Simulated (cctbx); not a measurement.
## A crystallographic session in cctbx: RhPb2S2O2

Library: cctbx 2025.11. The data are simulated by the first script.

## 1. Simulate the data

run.py:

```python
from cctbx import adptbx, crystal, miller, sgtbx, xray
from cctbx.array_family import flex
from iotbx.shelx import hklf
from scitbx import matrix
import scitbx.random

cs = crystal.symmetry(unit_cell=(7.383, 7.383, 10.091, 90, 90, 90), space_group_symbol='Hall: P 4w 2c')  # P4_122
atoms = [  # label, site, U (iso, or U11 U22 U33 U12 U13 U23 in A^2), occupancy
    ("Pb1", (0, 0.7574, 0.5), (0.0036, 0.0044, 0.0047, 0.0000, -0.0006, 0.0000), 1),
    ("Pb2", (0.7439, 0.7439, 0.875), (0.0046, 0.0046, 0.0041, 0.0010, -0.0001, 0.0001), 1),
    ("Rh1", (0.5, 0.7683, 0.5), (0.0042, 0.0038, 0.0042, 0.0000, -0.0005, 0.0000), 1),
    ("S1", (0.2696, 0.0247, 0.003), (0.0057, 0.0070, 0.0054, 0.0005, -0.0001, -0.0003), 1),
    ("O1", (0.742, 0.4806, 0.0188), (0.0089, 0.0090, 0.0092, -0.0000, 0.0001, 0.0000), 1),
]
xs = xray.structure(crystal_symmetry=cs)
for label, site, u, occ in atoms:
    u = adptbx.u_cif_as_u_star(cs.unit_cell(), u) if isinstance(u, tuple) else u
    xs.add_scatterer(xray.scatterer(label, site=site, u=u, occupancy=occ))
xs.set_inelastic_form_factors(0.71073, "sasaki")
xs.show_summary()
p1 = xs.expand_to_p1()
ms = miller.build_set(p1, anomalous_flag=True, d_min=0.75)
flex.set_random_seed(184240)
scitbx.random.set_random_seed(184240)
ms = ms.select(flex.random_double(ms.size()) < 0.95)
i = ms.structure_factors_from_scatterers(p1, algorithm="direct").f_calc().as_intensity_array().data()
i = i * 20000 / flex.max(i)
sig = flex.sqrt(i + flex.pow2(0.06 * i) + 8 ** 2)
noise = scitbx.random.variate(scitbx.random.normal_distribution())(i.size())
data = ms.array(data=i + sig * noise, sigmas=sig).set_observation_type_xray_intensity()
with open("data.hkl", "w") as f:
    data.export_as_shelx_hklf(f)
print("reflections written:", data.size(), " <I/sigma> = %.1f" % flex.mean(data.data() / data.sigmas()))
for h, a, b in list(data.sort("data"))[:12]:
    print("%4d%4d%4d %9.1f %7.1f" % (h + (a, b)))
```

```console
$ python run.py
```

```text
Number of scatterers: 5
At special positions: 3
Unit cell: (7.383, 7.383, 10.091, 90, 90, 90)
Space group: P 41 2 2 (No. 91)
reflections written: 5157  <I/sigma> = 8.6
   0   4   0   21953.2  1197.4
   2   2   4   21461.4  1208.3
  -4   0   0   20918.7  1197.4
   2  -2  -4   20847.7  1208.3
  -2  -2   4   20722.2  1208.3
   0  -4   0   20373.1  1197.4
  -2   2  -4   20324.6  1208.3
  -2  -2  -4   20006.0  1208.3
  -2   2   4   19588.0  1208.3
   4   0   0   19552.6  1197.4
   2   2  -4   17676.8  1208.3
   4  -4   0   13647.7   777.1
```

It took 0.2 s on 1 thread of Arm Neoverse V2, on a shared host, peak memory 0.07 GiB.

## 2. Symmetry

run.py:

```python
from cctbx import crystal, sgtbx, statistics
from cctbx.array_family import flex
from iotbx.shelx import hklf

p1 = crystal.symmetry(unit_cell=(7.383, 7.383, 10.091, 90, 90, 90), space_group_symbol="P 1")
raw = hklf.reader(file_name="data.hkl").as_miller_arrays(crystal_symmetry=p1, anomalous=True)[0]
print(raw.size(), "reflections to d = %.3f A" % raw.d_min())
isig = raw.data() / raw.sigmas()
print("centring   violations  <I/sigma> of those")
best = "P"
for c in "ABCIRF":
    a = raw.customized_copy(space_group_info=sgtbx.space_group_info("Hall: %s 1" % c)).sys_absent_flags().data()
    m = flex.mean(isig.select(a))
    print("%5s %10d of %5d %8.1f" % (c, (isig.select(a) > 4).count(True), a.count(True), m))
    if (isig.select(a) > 4).count(True) < 0.01 * a.count(True):
        best = c
raw = raw.select(~raw.customized_copy(space_group_info=sgtbx.space_group_info("Hall: %s 1" % best)).sys_absent_flags().data())
isig = raw.data() / raw.sigmas()
rows = []
for s in sgtbx.space_group_symbol_iterator():
    g = sgtbx.space_group(s)
    if g.conventional_centring_type_symbol() != best or not g.is_compatible_unit_cell(p1.unit_cell(), 1e-3, 0.02):
        continue
    rows.append((s, g))
print("Laue class    unique    Rint  (classes that these axes allow; Friedel mates merged)")
rint = {}
for s, g in rows:
    laue = g.build_derived_patterson_group()
    key = laue.type().hall_symbol()
    if key not in rint:
        m = raw.customized_copy(space_group_info=laue.info(), anomalous_flag=False).merge_equivalents()
        rint[key] = m.r_int()
        print("%-14s %6d %7.3f" % (laue.type().lookup_symbol(), m.array().size(), m.r_int()))
floor = min(rint.values())
good = [(s, g) for s, g in rows if rint[g.build_derived_patterson_group().type().hall_symbol()] < 2 * floor + 0.03]
top = max(g.build_derived_patterson_group().order_z() for s, g in good)
print("space group    extra absences  I>4sigma  <I/sigma>")
for s, g in good:
    laue = g.build_derived_patterson_group()
    if laue.order_z() != top:
        continue
    a = raw.customized_copy(space_group_info=g.info()).sys_absent_flags().data()
    a &= ~raw.customized_copy(space_group_info=laue.info()).sys_absent_flags().data()
    bad = (isig.select(a) > 4).count(True)
    if bad <= 0.03 * a.count(True):
        print("%-16s %8d %10d %9s  %s" % (s.universal_hermann_mauguin(), a.count(True), bad, "%.1f" % flex.mean(isig.select(a)) if a.count(True) else "-", "centric" if g.is_centric() else "acentric"))
laue = max(good, key=lambda t: t[1].build_derived_patterson_group().order_z())[1].build_derived_patterson_group()
f = raw.customized_copy(space_group_info=laue.info(), anomalous_flag=False).merge_equivalents().array().eliminate_sys_absent().f_sq_as_f()
f.set_observation_type_xray_amplitude()
bins = max(3, min(8, f.size() // 12))
f.setup_binner(n_bins=bins)
w = statistics.wilson_plot(f, {e: n / laue.order_z() for e, n in {'Pb': 8.0, 'Rh': 4.0, 'S': 8.0, 'O': 8.0}.items()}, e_statistics=True)
print("Wilson B = %.2f A^2   <|E^2-1|> = %.3f (0.968 centric, 0.736 acentric)   E^2>4: %.1f %%" % (w.wilson_b, w.mean_e_sq_minus_1, w.percent_e_sq_gt_2))
print("shell (A)         n   <I/sigma>")
m = raw.customized_copy(space_group_info=laue.info(), anomalous_flag=False).merge_equivalents().array().eliminate_sys_absent()
for b in m.setup_binner(n_bins=bins).range_used():
    sel = m.binner().selection(b)
    print("%5.2f - %4.2f %6d %8.1f" % (min(m.binner().bin_d_range(b)[0] if m.binner().bin_d_range(b)[0] > 0 else 99, 99), m.binner().bin_d_range(b)[1], sel.count(True), flex.mean((m.data() / m.sigmas()).select(sel))))
```

```console
$ python run.py
```

```text
5157 reflections to d = 0.751 A
centring   violations  <I/sigma> of those
    A       1638 of  2590      7.8
    B       1615 of  2588      7.7
    C       1743 of  2574      8.4
    I       2069 of  2579      8.0
    R       2376 of  3424      8.6
    F       2498 of  3876      8.0
Laue class    unique    Rint  (classes that these axes allow; Friedel mates merged)
P -1             2711   0.047
P 1 2/m 1        1465   0.053
P 1 1 2/m        1437   0.053
P 2/m 1 1        1464   0.053
P m m m           826   0.056
P 4/m             725   0.057
P 4/m m m         454   0.058
space group    extra absences  I>4sigma  <I/sigma>
P 4 2 2                 0          0         -  acentric
P 41 2 2               19          0      -0.1  acentric
P 42 2 2               13          0      -0.1  acentric
P 43 2 2               19          0      -0.1  acentric
P 4 m m                 0          0         -  acentric
P -4 2 m                0          0         -  acentric
P -4 m 2                0          0         -  acentric
P 4/m m m               0          0         -  centric
Wilson B = 0.61 A^2   <|E^2-1|> = 1.023 (0.968 centric, 0.736 acentric)   E^2>4: 2.0 %
shell (A)         n   <I/sigma>
10.09 - 1.50     71     23.0
 1.50 - 1.19     64     27.4
 1.19 - 1.04     52     24.8
 1.04 - 0.95     57     25.7
 0.95 - 0.88     56     22.3
 0.88 - 0.83     51     28.9
 0.83 - 0.78     53     27.4
 0.78 - 0.75     50     18.9
```

Time: 0.31 s.

## 3. Patterson map

run.py:

```python
from cctbx import crystal, maptbx
from iotbx.shelx import hklf

cs = crystal.symmetry(unit_cell=(7.383, 7.383, 10.091, 90, 90, 90), space_group_symbol='Hall: P 4w 2c')  # P4_122
raw = hklf.reader(file_name="data.hkl").as_miller_arrays(crystal_symmetry=cs, anomalous=True)[0]
merged = raw.eliminate_sys_absent().merge_equivalents()
fo2 = merged.array().set_observation_type_xray_intensity()
f = fo2.average_bijvoet_mates().f_sq_as_f()
pm = f.patterson_map(symmetry_flags=maptbx.use_space_group_symmetry, sharpening=True, resolution_factor=0.25)
peaks = pm.peak_search(parameters=maptbx.peak_search_parameters(min_distance_sym_equiv=0.4, max_clusters=14)).all()
top = peaks.heights()[0]
print("Patterson group", f.patterson_symmetry().space_group_info())
print("      u       v       w   height  length (A)")
for x, h in zip(peaks.sites(), peaks.heights()):
    y = [t - round(t) for t in x]
    print("%7.3f %7.3f %7.3f %8.1f %8.2f" % (x + (1000 * h / top, cs.unit_cell().length(y))))
```

```console
$ python run.py
```

```text
Patterson group P 4/m m m
      u       v       w   height  length (A)
  0.000   0.000   0.000   1000.0     0.00
  0.500   0.500   0.500    723.8     7.26
  0.256   0.500   0.124    325.4     4.33
  0.000   0.248   0.376    304.5     4.21
  0.000   0.500   0.249    264.7     4.47
  0.000   0.500   0.500    211.0     6.25
  0.246   0.246   0.249    206.2     3.59
  0.000   0.500   0.000    174.9     3.69
  0.267   0.267   0.500    112.2     5.76
  0.234   0.234   0.000     84.2     2.44
  0.000   0.000   0.241     68.7     2.43
  0.500   0.500   0.265     65.0     5.87
  0.000   0.000   0.337     47.7     3.40
  0.000   0.000   0.442     38.5     4.46
```

Time: 0.2 s.

## 4. Charge flipping

run.py:

```python
import itertools
from cctbx import crystal, maptbx
from cctbx.array_family import flex
from iotbx.shelx import hklf
from smtbx.ab_initio import charge_flipping as cf

cs = crystal.symmetry(unit_cell=(7.383, 7.383, 10.091, 90, 90, 90), space_group_symbol='Hall: P 4w 2c')  # P4_122
raw = hklf.reader(file_name="data.hkl").as_miller_arrays(crystal_symmetry=cs, anomalous=True)[0]
merged = raw.eliminate_sys_absent().merge_equivalents()
fo2 = merged.array().set_observation_type_xray_intensity()
f = fo2.average_bijvoet_mates().f_sq_as_f().resolution_filter(d_min=0.9)
p1 = f.expand_to_p1()
work = p1
flex.set_random_seed(2049)
it = cf.weak_reflection_improved_iterator(delta=None, weak_reflection_fraction=0.3)
it.start(work, phases=flex.random_double(p1.size()) * 6.2832, f_000=0)
it.delta = 1.1 * it.rho_map.sigma()
print("cycle      R  skewness")
for n, st in enumerate(itertools.islice(it, 100)):
    if n % 8 == 0:
        print("%5d %6.3f %8.2f" % (n, st.r1_factor(), st.rho_map.skewness()))
rho = p1.phase_transfer(it.f_calc).fft_map().apply_volume_scaling()
polish = cf.low_density_elimination_iterator(constant_rho_c=rho.sigma())
polish.start(f_obs=p1, phases=it.f_calc, f_000=0)
for _ in range(8):
    next(polish)
print("origin shift          correlation  skewness")
maps = []
for fc, shift, cc in itertools.islice(cf.f_calc_symmetrisations(f, polish.f_calc, 0), 4):
    m = f.phase_transfer(fc).fft_map(symmetry_flags=maptbx.use_space_group_symmetry, resolution_factor=0.25).apply_sigma_scaling()
    maps.append((m.skewness(), cc, m))
    print("%6.3f %6.3f %6.3f %10.3f %9.2f" % (tuple(shift) + (cc, m.skewness())))
skew, cc, m = max((t for t in maps if t[1] > maps[0][1] - 0.04), key=lambda t: t[0])
print("taken: symmetry correlation %.3f, skewness %.2f" % (cc, skew))
peaks = m.peak_search(parameters=maptbx.peak_search_parameters(min_distance_sym_equiv=0.9, max_clusters=10)).all()
sps = cs.special_position_settings(min_distance_sym_equiv=0.5)
print("peak      x       y       z  mult  height/sigma")
for k, (x, h) in enumerate(zip(peaks.sites(), peaks.heights())):
    ss = sps.site_symmetry(x)
    print("Q%-3d %7.4f %7.4f %7.4f %4d %8.1f" % ((k + 1,) + tuple(t % 1 for t in ss.exact_site()) + (ss.multiplicity(), h)))
```

```console
$ python run.py
```

```text
cycle      R  skewness
    0  0.656     0.29
    8  0.550     2.63
   16  0.388     4.51
   24  0.406     4.33
   32  0.388     4.32
   40  0.407     4.16
   48  0.398     4.21
   56  0.397     4.25
   64  0.405     4.11
   72  0.394     4.09
   80  0.409     4.14
   88  0.413     4.10
   96  0.408     4.12
origin shift          correlation  skewness
 0.327  0.576  0.329      0.896      2.30
 0.324  0.578  0.451      0.883      2.19
 0.332  0.328  0.447      0.857      1.17
 0.076  0.580  0.197      0.870      1.78
taken: symmetry correlation 0.896, skewness 2.30
peak      x       y       z  mult  height/sigma
Q1    0.2534  0.2491  0.7627    8     10.2
Q2    0.9943  0.2407  0.3844    8      6.8
Q3    0.2516  0.4907  0.1362    8      5.8
Q4    0.0775  0.0775  0.8750    4      3.7
Q5    0.3815  0.3745  0.0130    8      2.7
Q6    0.1494  0.3861  0.2391    8      2.7
Q7    0.1080  0.1371  0.0065    8      2.6
Q8    0.1014  0.3485  0.5078    8      2.4
Q9    0.1581  0.2083  0.6199    8      2.1
Q10   0.4520  0.5011  0.5452    8      2.1
```

Time: 0.27 s.

## 5. Refinement (model from the peaks)

run.py:

```python
import math
from cctbx import adptbx, crystal, maptbx, sgtbx, xray
from cctbx.array_family import flex
from cctbx.xray import observations
from iotbx.shelx import hklf
from scitbx.lstbx import normal_eqns_solving
from smtbx import absolute_structure, utils
from smtbx.refinement import constraints, least_squares

cs = crystal.symmetry(unit_cell=(7.383, 7.383, 10.091, 90, 90, 90), space_group_symbol='Hall: P 4w 2c')  # P4_122
atoms = [  # label, site, U (iso, or U11 U22 U33 U12 U13 U23 in A^2), occupancy
    ("Pb1", (0.2534, 0.2491, 0.7627), 0.0200, 1),
    ("S1", (0.2516, 0.4907, 0.1362), 0.0200, 1),
    ("Rh1", (0.0775, 0.0775, 0.875), 0.0200, 1),
    ("O1", (0.1494, 0.3861, 0.2391), 0.0200, 1),
]
xs = xray.structure(crystal_symmetry=cs)
for label, site, u, occ in atoms:
    u = adptbx.u_cif_as_u_star(cs.unit_cell(), u) if isinstance(u, tuple) else u
    xs.add_scatterer(xray.scatterer(label, site=site, u=u, occupancy=occ))
xs.set_inelastic_form_factors(0.71073, "sasaki")
raw = hklf.reader(file_name="data.hkl").as_miller_arrays(crystal_symmetry=cs, anomalous=True)[0]
merged = raw.eliminate_sys_absent().merge_equivalents()
fo2 = merged.array().set_observation_type_xray_intensity()
print("Rint %.3f, %d unique reflections to %.2f A" % (merged.r_int(), fo2.size(), fo2.d_min()))
for sc in xs.scatterers():
    sc.flags.set_grad_site(True)
    sc.flags.set_grad_u_aniso(sc.flags.use_u_aniso())
    sc.flags.set_grad_u_iso(sc.flags.use_u_iso())
obs = fo2.as_xray_observations()
extra = {}
rep = constraints.reparametrisation(xs, [], utils.connectivity_table(xs), **extra)
ls = least_squares.crystallographic_ls(obs, rep, weighting_scheme=least_squares.mainstream_shelx_weighting(a=0, b=0))
print("cycle     R1     wR2    GooF  max shift (A)")
for cycle in range(6):
    ls.build_up()
    r1, wr2, goof = ls.r1_factor(cutoff_factor=2)[0], ls.wR2(), ls.goof()
    old = xs.sites_cart()
    normal_eqns_solving.levenberg_marquardt_iterations(ls, n_max_iterations=3, tau=0.0001, step_threshold=1e-7)
    big = flex.max((xs.sites_cart() - old).norms())
    print("%4d %7.4f %7.4f %7.3f %9.5f" % (cycle + 1, r1, wr2, goof, big))
    ls.build_up(objective_only=True)
    if abs(ls.wR2() - wr2) < 5e-5 and big < 5e-4:
        break
ls.build_up()
print("final R1 %.4f wR2 %.4f GooF %.3f  parameters %d  data/parameter %.1f" % (ls.r1_factor(cutoff_factor=2)[0], ls.wR2(), ls.goof(), ls.n_parameters, fo2.size() / ls.n_parameters))
cov = ls.covariance_matrix_and_annotations()
su = dict(zip(cov.annotations, (math.sqrt(max(v, 0)) for v in cov.matrix.matrix_packed_u_diagonal())))
a2 = cs.unit_cell().reciprocal_parameters()[0] ** -2
print("atom        x        y        z      Ueq    occ   su(xyz)  su(Uiso or U11)")
for sc in xs.scatterers():
    s = max(su.get(sc.label + k, 0) for k in (".x", ".y", ".z"))
    npd = "" if sc.is_positive_definite_u(cs.unit_cell()) else "  NPD"
    print("%-5s %8.5f %8.5f %8.5f %8.4f %6.3f %8.5f %7.4f%s" % ((sc.label,) + sc.site + (sc.u_iso_or_equiv(cs.unit_cell()), sc.occupancy, s, su.get(sc.label + ".uiso", su.get(sc.label + ".u11", 0) * a2), npd)))
fo = fo2.f_sq_as_f()
fc = fo.structure_factors_from_scatterers(xs, algorithm="direct").f_calc()
diff = fo.f_obs_minus_f_calc(1 / math.sqrt(ls.scale_factor()), fc).average_bijvoet_mates()
m = diff.fft_map(symmetry_flags=maptbx.use_space_group_symmetry, resolution_factor=0.25).apply_volume_scaling()
print("difference map: max %.2f min %.2f rms %.2f" % (m.statistics().max(), m.statistics().min(), m.statistics().sigma()))
peaks = m.peak_search(parameters=maptbx.peak_search_parameters(min_distance_sym_equiv=0.6, max_clusters=6)).all()
near = xs.closest_distances(peaks.sites(), distance_cutoff=4)
sps = cs.special_position_settings(min_distance_sym_equiv=0.5)
for k, (x, h) in enumerate(zip(peaks.sites(), peaks.heights())):
    ss = sps.site_symmetry(x)
    print("Q%-3d %7.4f %7.4f %7.4f %4d %7.2f  %.2f A from %s" % ((k + 1,) + tuple(t % 1 for t in ss.exact_site()) + (ss.multiplicity(), h, near.smallest_distances[k], xs.scatterers()[near.i_seqs[k]].label)))
```

```console
$ python run.py
```

```text
Rint 0.051, 686 unique reflections to 0.75 A
cycle     R1     wR2    GooF  max shift (A)
   1  0.8675  0.9855  26.420   0.41611
   2  0.8046  0.9673  25.932   1.96525
   3  0.7848  0.9544  25.588   2.09818
   4  0.7828  0.9537  25.569   0.90467
   5  0.8201  0.9701  26.008   3.99085
   6  0.7926  0.9581  25.685   2.57520
final R1 0.7812 wR2 0.9517 GooF 25.515  parameters 14  data/parameter 49.0
atom        x        y        z      Ueq    occ   su(xyz)  su(Uiso or U11)
Pb1    0.25541  0.21121  0.76712   0.0001  1.000  0.00418  0.0068
S1     0.26417  0.54071 -0.02592   0.0890  1.000  0.10727  0.2043
Rh1    0.10072  0.10072  0.87500   0.0001  1.000  0.00989  0.0203
O1     0.39283  0.14060  0.37600   0.5336  1.000  1.84660  5.3733
difference map: max 1035.62 min -216.73 rms 72.13
Q1    0.2309  0.2526  0.9841    8 1048.30  0.15 A from Pb1
Q2    0.2511  0.5088  0.1362    8  554.26  1.10 A from O1
Q3    0.0149  0.2536  0.3869    8  426.70  1.39 A from O1
Q4    0.0950  0.0950  0.8750    4  349.76  0.06 A from Rh1
Q5    0.4399  0.5000  0.7500    4  282.88  1.91 A from S1
Q6    0.0135  0.5000  0.7500    4  270.70  1.87 A from O1
```

Time: 0.5 s.

Figures of merit this high mean that the model is still wrong or incomplete.

## 6. Charge flipping

run.py, as its changes from the last script of this kind:

```diff
@@ -13,2 +13,3 @@
-work = p1
-flex.set_random_seed(2049)
+p1.setup_binner_counting_sorted(reflections_per_bin=max(40, p1.size() // 12))
+work = p1.array(data=p1.data() / p1.amplitude_quasi_normalisations().data())
+flex.set_random_seed(2050)
@@ -19,2 +20,2 @@
-for n, st in enumerate(itertools.islice(it, 100)):
-    if n % 8 == 0:
+for n, st in enumerate(itertools.islice(it, 200)):
+    if n % 16 == 0:
```

```console
$ python run.py
```

```text
cycle      R  skewness
    0  0.644     0.17
   16  0.545     2.41
   32  0.519     3.33
   48  0.516     3.23
   64  0.512     3.18
   80  0.528     3.46
   96  0.515     3.04
  112  0.525     3.04
  128  0.517     3.32
  144  0.516     3.27
  160  0.532     3.15
  176  0.514     3.32
  192  0.512     3.15
origin shift          correlation  skewness
 0.261  0.068  0.420      0.880      0.68
 0.217  0.262  0.036      0.906      3.66
 0.296  0.303  0.166      0.858      0.73
 0.367  0.863  0.226      0.870      0.72
taken: symmetry correlation 0.906, skewness 3.66
peak      x       y       z  mult  height/sigma
Q1    0.2455  0.2455  0.8750    4     13.3
Q2    0.2685  0.5000  0.2500    4     10.0
Q3    0.0000  0.2335  0.5000    4      8.2
Q4    0.0122  0.9878  0.1250    4      3.8
Q5    0.2330  0.2601  0.6240    8      3.8
Q6    0.4308  0.4894  0.1611    8      2.7
Q7    0.0172  0.4708  0.8883    8      2.6
Q8    0.1108  0.4822  0.3032    8      2.3
Q9    0.0469  0.1518  0.8312    8      2.1
Q10   0.1955  0.4721  0.5201    8      2.0
```

It took 0.31 s on 1 thread of Arm Neoverse V2, on a shared host, peak memory 0.08 GiB.

[Logs are printed without paths, hosts, clocks, repeated set-up lines and the standing remarks that a program may print on its own settings, such as how far it seeks lower states.]
